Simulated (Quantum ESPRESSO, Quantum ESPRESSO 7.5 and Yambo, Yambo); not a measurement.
# Excitons of BiOCl (P4/nmm): kernels and approximations

Wanted: excitons and ε₂ of BiOCl (P4/nmm), with cost.

Calculated with Quantum ESPRESSO 7.5 and Yambo 5.3.0; PBEsol and many-body steps on it, plane waves.

### Step 1. Starting point

It takes space group P4/nmm (No. 129, tetragonal). The conventional cell has a = 3.886 Å, b = 3.886 Å, c = 7.349 Å, α = 90.00°, β = 90.00°, γ = 90.00°. Nearest to Bi lie 4 O at 2.31 Å and 4 Cl at 3.06 Å. Nearest to Cl lie 4 Bi at 3.06 Å. Nearest to O lie 4 Bi at 2.31 Å. Farther neighbours and most contacts between anions are not listed.

The cell and positions come from the Crystallography Open Database and are kept as given unless a step says otherwise. Spin-orbit coupling is left out unless a step names it.

### Step 2. Empty states on the mesh, 4×4×2 mesh, 199 bands

This step: Quantum ESPRESSO 7.5; DFT, PBEsol, plane waves, norm-conserving pseudopotentials.

The sums over transitions need many empty states on a uniform mesh; this step solves for them.

The input, pw.in:

```
&control
  calculation = 'nscf'
  prefix = 'x'
  outdir = 'o'
  pseudo_dir = 'pseudo'
/
&system
  ibrav = 0
  nat = 6
  ntyp = 3
  ecutwfc = 76.0
  nbnd = 199
  force_symmorphic = .true.
/
&electrons
  conv_thr = 1e-9
  electron_maxstep = 80
  diago_full_acc = .true.
  diago_thr_init = 5e-6
/
ATOMIC_SPECIES
  Bi 208.98 Bi.upf
  Cl 35.45 Cl.upf
  O 15.999 O.upf
CELL_PARAMETERS angstrom
  3.8855100000 0.0000000000 0.0000000000
  0.0000000000 3.8855100000 0.0000000000
  0.0000000000 0.0000000000 7.3489000000
ATOMIC_POSITIONS crystal
  Bi 0.5000000000 0.0000000000 0.3290400000
  Bi 0.0000000000 0.5000000000 0.6709600000
  Cl 0.0000000000 0.5000000000 0.1472000000
  Cl 0.5000000000 0.0000000000 0.8528000000
  O 0.0000000000 0.0000000000 0.5000000000
  O 0.5000000000 0.5000000000 0.5000000000
K_POINTS automatic
  4 4 2 0 0 0
```

Launch:

```sh
> OMP_NUM_THREADS=1 mpirun -n 4 pw.x -nk 4 -in pw.in > pw.out
```

The log of the run:

```text
Program PWSCF v.7.5 starts

     This program is part of the open-source Quantum ESPRESSO suite
     for quantum simulation of materials; please cite
         "P. Giannozzi et al., J. Phys.:Condens. Matter 21 395502 (2009);
         "P. Giannozzi et al., J. Phys.:Condens. Matter 29 465901 (2017);
         "P. Giannozzi et al., J. Chem. Phys. 152 154105 (2020);
     in publications or presentations arising from this work. More details at

     Atomic positions and unit cell read from directory:
     o/x.save/

     Message from routine setup:
[...]
32.8730  32.9359  32.9523  33.2868  33.9310  34.0057  34.1491  34.7757
     [... 13 further rows ...]
    70.7614  71.2761  71.6508  71.9384  72.6328  72.9421  73.1641  74.4225
    74.4832  74.9361  74.9707  75.4016  75.6926  75.7831  76.1331

          k = 0.0000 0.2500-0.2644 (  8390 PWs)   bands (ev):

     [... further k-points ...]

     highest occupied, lowest unoccupied level (ev):     8.8914   11.5183

     XML data file, pseudopotentials, collected wavefunctions

=------------------------------------------------------------------------------=
   JOB DONE.
=------------------------------------------------------------------------------=
```

It took 71 s on 4 MPI ranks of Arm Neoverse V1, shared host; peak memory 0.82 GiB; 4.7 min of CPU time.

This step gave:

```yaml
gap: 2.627 eV
k_of_the_valence_top: 0, -0.5, -0.5
k_of_the_conduction_bottom: 0, 0, -0.5
least_direct_gap: 2.931 eV
k_points_computed: 12
lowest_point_of_the_top_converged_band_above_the_valence_top: 66.3773 eV
```

On this mesh the gap is 2.627 eV.

The density comes from a self-consistent run that is not shown.

### Step 3. Conversion and set-up

This step: Yambo 5.3.0; conversion and set-up on PBEsol, plane waves, norm-conserving pseudopotentials.

The states are converted to the many-body program's format and the q mesh is built.

Launch:

```sh
> (cd o/x.save; p2y > p2y.log; mv SAVE ../..); yambo > setup.log
```

The log of the run:

```text
 Yambo, version 5.3.0

 [02] CORE Variables Setup
 =========================

  [02.01] Unit cells
  ==================

  Cell kind             :  Unknown
  Atoms in the cell     :  Bi  Cl  O
  number of Bi atoms    :  2
  number of Cl atoms    :  2
  number of O  atoms    :  2

  List of atomic masses
  Mass of Bi    :  208.9800
  Mass of Cl    :  35.45000
  Mass of O     :  15.99900

  List of atomic coordinates    : [cc]
  Bi1       :  3.671275  0.000000  4.569513  order 1
  Bi2       :  0.000000  3.671275  9.317895  order 2
[...]
K/Q-points units:
 rlu = crystal or reduced units; cc = cartesian coordinates; iku = interal k-units

 Q [ 1]         [rlu]:  0.000000  0.000000  0.000000
 Q [ 2]         [rlu]:  0.000000  0.000000 -0.500000
 Q [ 3]         [rlu]:  0.000000  0.250000  0.000000
[...]
Q [ 8]         [rlu]:  0.250000  0.250000 -0.500000
 Q [ 9]         [rlu]:  0.250000 -0.500000  0.000000
 Q [10]         [rlu]:  0.250000 -0.500000 -0.500000
 Q [11]         [rlu]: -0.500000 -0.500000  0.000000
 Q [12]         [rlu]: -0.500000 -0.500000 -0.500000

  [03.01] X indexes
  =================

   [03.01.01] Sigma indexes
   ========================

 [06] Game Over & Game summary
```

The job ended after 3.4 s (1 MPI rank; peak memory 0.25 GiB).

### Step 4. Screening and self-energy, 4×4×2 mesh, 199 bands, screening to 149.7 eV

Now the one-shot GW correction: screening in the RPA, then the self-energy of the levels asked for.

This step: G0W0 on PBEsol, plane waves, norm-conserving pseudopotentials.

The input, gw1.in:

```
HF_and_locXC
gw0
dyson
ppa
em1d
rim_cut
RandQpts= 1000000
RandGvec= 1 RL
EXXRLvcs= 76 Ry
VXCRLvcs= 304 Ry
Chimod= "HARTREE"
% BndsRnXp
 1 | 199 |
%
NGsBlkXp= 11 Ry
% LongDrXp
 1 | 1 | 1 |
%
% GbndRnge
 1 | 199 |
%
DysSolver= "n"
ExtendOut
PPAPntXp= 27.21138 eV
% QPkrange
 1 | 12 | 27 | 40 |
%
```

Launch:

```sh
> OMP_NUM_THREADS=1 mpirun -n 4 yambo -F gw1.in -J gw1 -C gw1 > gw1.log
```

The log of the run:

```text
 Yambo, version 5.3.0

 [02] CORE Variables Setup
 =========================

  [... cell, symmetries and grids as in the set-up ...]

  [02.05] Energies & Occupations
  ==============================

  [X] === General ===
  [X] Electronic Temperature                        :  0.000000  0.000000 [eV K]
  [X] Bosonic    Temperature                        :  0.000000  0.000000 [eV K]
  [X] Finite Temperature mode                       : no
  [X] El. density                                   :  0.64895E+24 [cm-3]
[...]
Sx RL components                                 :   8371

   QP @ state[ 1 ] K range                          :   1  12
   QP @ state[ 1 ] b range                          :   27   40
   GF energies kind                                 : Perdew, Burke & Ernzerhof SOL(X)+Perdew, Burke & Ernzerhof SOL(C)
   GF WF`s kind                                     : Perdew, Burke & Ernzerhof SOL(X)+Perdew, Burke & Ernzerhof SOL(C)
   Xs energies kind                                 : Perdew, Burke & Ernzerhof SOL(X)+Perdew, Burke & Ernzerhof SOL(C)
   Xs WF`s kind                                     : Perdew, Burke & Ernzerhof SOL(X)+Perdew, Burke & Ernzerhof SOL(C)

 [11] Game Over & Game summary
```

It took 48 min on 4 MPI ranks; peak memory 3.9 GiB.

Numbers from this step:

* G0W0 gap on the mesh: 3.605 eV
* starting gap on the mesh: 2.627 eV
* k of the valence top: 0, 0.25, -0.5
* k of the conduction bottom: 0, 0, -0.5
* least direct G0W0 gap on the computed points: 3.772 eV

The gap on the mesh goes from 2.63 eV to 3.60 eV, a correction of +0.98 eV.

The gap opens by 0.978 eV; the next steps shift the empty bands rigidly by 0.841 eV, the correction at the start's least direct gap.

### Step 5. Excitons

Optical absorption needs the electron-hole interaction, solved here in a basis of vertical transitions on the mesh.

This step: Bethe-Salpeter equation on PBEsol with a scissors shift, plane waves, norm-conserving pseudopotentials.

The input, bse3.in:

```
optics
bss
bse
em1s
dipoles
rim_cut
RandQpts= 1000000
RandGvec= 1 RL
Chimod= "HARTREE"
BSKmod= "SEX"
BSEmod= "resonant"
BSSmod= "d"
BSENGexx= 30 Ry
BSENGBlk= 6 Ry
% BSEQptR
 1 | 1 |
%
% BSEBands
 25 | 44 |
%
% BEnRange
 0 | 9 | eV
%
% BDmRange
 0.1 | 0.1 | eV
%
BEnSteps= 181
% BLongDir
 1 | 0 | 0 |
%
% BndsRnXs
 1 | 112 |
%
NGsBlkXs= 6 Ry
% LongDrXs
 1 | 1 | 1 |
%
% KfnQP_E
 0.841 | 1.0 | 1.0 |
%
WRbsWF
```

Launch:

```sh
> OMP_NUM_THREADS=1 mpirun -n 4 yambo -F bse3.in -J bse3 -C bse3 > bse3.log
```

The log of the run:

```text
 Yambo, version 5.3.0

 [02] CORE Variables Setup
 =========================

  [... cell, symmetries and grids as in the set-up ...]

  [02.05] Energies & Occupations
  ==============================

  [X] === General ===
  [X] Electronic Temperature                        :  0.000000  0.000000 [eV K]
  [X] Bosonic    Temperature                        :  0.000000  0.000000 [eV K]
  [X] Finite Temperature mode                       : no
  [X] El. density                                   :  0.64895E+24 [cm-3]
  [X] Fermi Level                                   :  8.891356 [eV]

  [X] === Gaps and Widths ===
  [X] Conduction Band Min                           :  2.626958 [eV]
  [X] Valence Band Max                              :  0.000000 [eV]
  [X] Filled Bands                                  :   36
  [X] Empty Bands                                   :   37  199
  [X] Direct Gap                                    :  2.930673 [eV]
  [X] Direct Gap localized at k                     :  2
  [X] Indirect Gap                                  :  2.626958 [eV]
  [X] Indirect Gap between kpts                     :   6   2
  [X] Last valence band width                       :  0.695910 [eV]
  [X] 1st conduction band width                     :  2.003322 [eV]

 [03] Transferred momenta grid and indexing
 ==========================================

 [BZ sampling] Q-grid is User defined and/or read from the database

 IBZ Q-points                                      :  12
 BZ  Q-points                                      :   32

 K/Q-points units:
 rlu = crystal or reduced units; cc = cartesian coordinates; iku = interal k-units

 Q [ 1]         [rlu]:  0.000000  0.000000  0.000000
 Q [ 2]         [rlu]:  0.000000  0.000000 -0.500000
 Q [ 3]         [rlu]:  0.000000  0.250000  0.000000
 Q [ 4]         [rlu]:  0.000000  0.250000 -0.500000
 Q [ 5]         [rlu]:  0.000000 -0.500000  0.000000
 Q [ 6]         [rlu]:  0.000000 -0.500000 -0.500000
 Q [ 7]         [rlu]:  0.250000  0.250000  0.000000
 Q [ 8]         [rlu]:  0.250000  0.250000 -0.500000
 Q [ 9]         [rlu]:  0.250000 -0.500000  0.000000
 Q [10]         [rlu]:  0.250000 -0.500000 -0.500000
 Q [11]         [rlu]: -0.500000 -0.500000  0.000000
 Q [12]         [rlu]: -0.500000 -0.500000 -0.500000

  [03.01] X + BSE indexes
  =======================

   [03.01.01] Sigma indexes
   ========================

 [04] Coloumb potential Random Integration (RIM)
 ===============================================

  [04.01] RIM initialization
  ==========================

  * Diagonal components only detected *

  8 x (sBL volume)        :  0.082826 [a.u.]
  sBZ random points       :  1000000
  Points outside the sBZ  :   7992674
  RL volume               :  0.331302 [a.u.]
  Integrated volume       :  0.331606 [a.u.]

  [04.02] RIM integrals
  =====================

  Gamma point sphere radius             :  0.079069 [a.u.]
  Points outside the sphere             :   799840
  [Int_sBZ(q=0) 1/q^2]*(Vol_sBZ)^(-1/3) =:  7.675753
                                 should be <:  7.795600

  Summary of Coulomb integrals for non-metallic bands |Q|[au] RIM/Bare

  Q [1] 0.100000E-4 0.984626 * Q [3] 0.213931 1.039573
  Q [2] 0.226219 1.071722 * Q [7] 0.302544 1.044481
  Q [4] 0.311354 1.052616 * Q [8] 0.377767 1.036265
  Q [5] 0.427861 1.016490 * Q [9] 0.478363 1.015688
  Q [6] 0.483984 1.017078 * Q [10] 0.529156 1.015087
  Q [11] 0.605087 1.009990 * Q [12] 0.645992 1.009529

 [05] External/Internal QP corrections
 =====================================

 [QP_apply] Action to be applied: USER defined scissor

  [05.01]  QP corrections report
  ==============================

  [K+QP] === General ===
  [K+QP] Electronic Temperature                     :  0.000000  0.000000 [eV K]
  [K+QP] Bosonic    Temperature                     :  0.000000  0.000000 [eV K]
  [K+QP] Finite Temperature mode                    : no
  [K+QP] El. density                                :  0.64895E+24 [cm-3]
[...]
[K+QP] Direct Gap                                 :  3.771673 [eV]
  [K+QP] Direct Gap localized at k                  :  2
  [K+QP] Indirect Gap                               :  3.467958 [eV]
  [K+QP] Indirect Gap between kpts                  :   6   2
  [K+QP] Last valence band width                    :  0.695910 [eV]
  [K+QP] 1st conduction band width                  :  2.003322 [eV]

  [coarse-grid] Minimum Bare Gap        [ev]:  2.626958
  [coarse-grid] Minimum Gap Correction  [ev]:  0.841000

  Eqp @ K [ 1]
  -152.2132 -152.2131  -90.2470  -90.2467  -90.2405  -90.2405  -90.2403  -90.2403
  -21.78413 -21.57484 -21.57484 -21.57419 -21.55993 -21.52486 -21.51289 -21.50101
  -21.50101 -21.48467 -18.28255 -15.62065 -13.63250 -13.30883  -9.24748  -6.66926
  -4.467408 -4.467408 -1.921071 -1.593586 -1.451996 -1.451996 -1.377377 -1.377377
  -0.983860 -0.983860 -0.907014 -0.695910  3.971317  4.672577  6.220502  6.220502
    8.04115   8.13999   8.13999   9.97586  10.19065  11.16223  12.89910  12.89910
[...]
Eqp @ K [ 2]
[...]
Eqp @ K [ 3]
[...]
Eqp @ K [ 4]
[...]
Eqp @ K [ 5]
[...]
Eqp @ K [ 6]
[...]
Eqp @ K [ 7]
[...]
Eqp @ K [ 8]
[...]
Eqp @ K [ 9]
[...]
-21.73817 -21.73817 -21.54758 -21.54758 -21.53199 -21.53199 -21.50119 -21.50119
     [... 21 further rows ...]
   17.38895  17.38895  18.23585  18.23585  19.20768  19.20768  19.55943  19.55943
   21.97472  21.97472  22.34439  22.34439  22.53577  22.53577  22.81053  22.81053

 [06] Dipoles
 ============

  [06.01] Setup: observables and procedures
  =========================================

  [WARNING] [x,Vnl] slows the Dipoles computation. To neglect it rename the ns.kb_pp file

  [WARNING] [r,Vnl^pseudo] included in position and velocity dipoles.

  [WARNING] In case H contains other non local terms, these are neglected

 [07] Static Dielectric Matrix
 =============================

 [WR./bse3//ndb.em1s]------------------------------------------------------------
  Brillouin Zone Q/K grids (IBZ/BZ)                :   12   32   12   32
  RL vectors                                       :  10253 [WF]
  Coulomb cutoff potential                         : none
  Electronic Temperature                           :  0.000000 [K]
  Bosonic    Temperature                           :  0.000000 [K]
  Static diel. fun.  energies                      : Perdew, Burke & Ernzerhof SOL(X)+Perdew, Burke & Ernzerhof SOL(C)
  wavefunctions                                    : Perdew, Burke & Ernzerhof SOL(X)+Perdew, Burke & Ernzerhof SOL(C)
  Global Gauge                                     : length
  X matrix size                                    :  187
  X band range                                     :    1  112
  X e/h energy range                               : -1.000000 -1.000000 [eV]
  X Time ordering                                  : T
  X Hxc Kernel                                     : HARTREE
  X Drude frequency                                :  0.000000  0.000000
  X poles                                          :  100.0000 [o/o]
  RL vectors in the sum                            :  10253
  [r,Vnl] included                                 : yes
  Field direction                                  :  0.577350E-5  0.577350E-5  0.577350E-5
  BZ energy Double Grid                            : no
  BZ energy DbGd points                            : 0
  BZ Q point size factor                           : -1.000000
  X Optical Averaged directions                    : none

 [08] Bethe Salpeter Equation driver
 ===================================

  [08.01] Bethe Salpeter Equation @q1
  ===================================

   [08.01.01] Transition pre-analysis @q1
   ======================================

   [08.01.02] Transition Groups build-up @q1
   =========================================

   [BSK] Transition groups (total):  24
   [BSK] Size (resonant):  3072
   [BSK]         (total):  3072
   [BSK] N. of matrices :  1

   [08.01.03] Loading Dipoles @q1
   ==============================

   [08.01.04] Independent Particles properties @q1
   ===============================================

   ==========================================================

   [BSE] Exchange components :  2081
   [BSE] Correlation components :   187   677

    [08.01.05.01] Screened interaction header I/O
    =============================================

    [08.01.05.02] Main kernel loop
    ==============================

    [08.01.05.03] Wave-Function Phases
    ==================================

    [BSE] WF phases found       :  46.09375 [o/o]

   [08.01.06] BSE solver(s) @q1
   ============================

   [08.01.07] Diago Solver @q1
   ===========================

 [11] Game Over & Game summary
```

Elapsed: 4.6 min, on 4 MPI ranks; peak memory 1.9 GiB; 18 min of CPU time.

This step gave:

```yaml
transitions_in_the_window: 3072
direct_gap_of_the_transition_levels: 3.772 eV
lowest_state: 3.398 eV
first_strong_exciton_over_a_fiftieth_of_the_strongest_listed: 4.173 eV
binding_of_the_lowest_state_below_the_direct_gap: 0.3741 eV
coulomb_term_of_one_mesh_cell: 0.4356 eV
```

The binding is 0.86 times the screened Coulomb term of one mesh cell (0.44 eV), so it is not shown settled.

The lowest state lies at 3.398 eV, 0.374 eV under the direct gap.

Lines within 3 meV are set at the lowest of them, and the highest group, which the list may cut short, is left out. Exciton lines, with heights relative to the strongest:

| position (eV) | lines merged | strength, relative |
| --- | --- | --- |
| 3.398 | 1 | 0.0 |
| 3.409 | 1 | 0.0 |
| 3.773 | 1 | 0.0 |
| 3.786 | 1 | 0.0 |
| 3.796 | 2 | 0.0 |
| 4.173 | 2 | 100 |
| 4.220 | 2 | 93 |
| 4.242 | 1 | 0.0 |
| 4.245 | 1 | 0.0 |
| 4.269 | 2 | 28 |
| 4.298 | 1 | 0.0 |
| 4.458 | 2 | 0.5 |
| 4.494 | 1 | 0.0 |
| 4.509 | 1 | 0.0 |
| 4.525 | 1 | 0.0 |
| 4.588 | 2 | 24 |

The ε₂ has structure finer than the step of the table below, so its rows give means over 0.25 eV, whole bins alone (the curve runs from 0 to 9 eV). Peaks (eV: height): BSE 4.200: 23.0, 4.800: 26.6, 5.600: 21.7; no electron-hole interaction 4.650: 10.1, 5.550: 13.6, 6.200: 18.5, 6.850: 13.1.

Field along x; broadening 0.1 eV; transition window only. Limits: finite bands, cutoff and mesh; no spin-orbit coupling; coarse k mesh; exciton not shown settled in the k mesh. ε₂ against photon energy; means over each step:

| photon energy (eV) | BSE | no electron-hole interaction |
| --- | --- | --- |
| 0.25 | 0.0565 | 0.0396 |
| 0.50 | 0.0628 | 0.0432 |
| 0.75 | 0.0704 | 0.0475 |
| 1.00 | 0.0795 | 0.0524 |
| 1.25 | 0.0905 | 0.0582 |
| 1.50 | 0.104 | 0.0651 |
| 1.75 | 0.121 | 0.0733 |
| 2.00 | 0.144 | 0.0834 |
| 2.25 | 0.173 | 0.0959 |
| 2.50 | 0.214 | 0.112 |
| 2.75 | 0.272 | 0.132 |
| 3.00 | 0.363 | 0.160 |
| 3.25 | 0.518 | 0.200 |
| 3.50 | 0.831 | 0.260 |
| 3.75 | 1.70 | 0.362 |
| 4.00 | 7.01 | 0.572 |
| 4.25 | 17.1 | 1.23 |
| 4.50 | 8.37 | 5.65 |
| 4.75 | 19.8 | 6.52 |
| 5.00 | 15.4 | 5.07 |
| 5.25 | 11.8 | 11.2 |
| 5.50 | 16.9 | 12.3 |
| 5.75 | 14.8 | 9.21 |
| 6.00 | 7.94 | 13.0 |
| 6.25 | 8.88 | 16.4 |
| 6.50 | 8.69 | 11.2 |
| 6.75 | 5.79 | 11.8 |
| 7.00 | 4.61 | 11.4 |
| 7.25 | 3.99 | 10.9 |
| 7.50 | 3.01 | 8.53 |
| 7.75 | 2.54 | 7.25 |
| 8.00 | 2.17 | 4.56 |
| 8.25 | 2.29 | 3.67 |
| 8.50 | 1.89 | 3.38 |
| 8.75 | 1.47 | 3.92 |

[end of part 1 of 3]

[Paths, hosts, dates, memory and timing lines, banners, echoed tables and standing remarks are left out of the program output.]

[Logs are printed without paths, hosts, clocks, repeated set-up lines and the standing remarks that a program may print on its own settings, such as how far it seeks lower states.]

[Runs of the session that timed out or met a known fault of the program may be left out.]

[Hosts, paths, dates, database ids (printed as entryN), source tags and the programs' standing remarks are cut or masked in the printed files.]
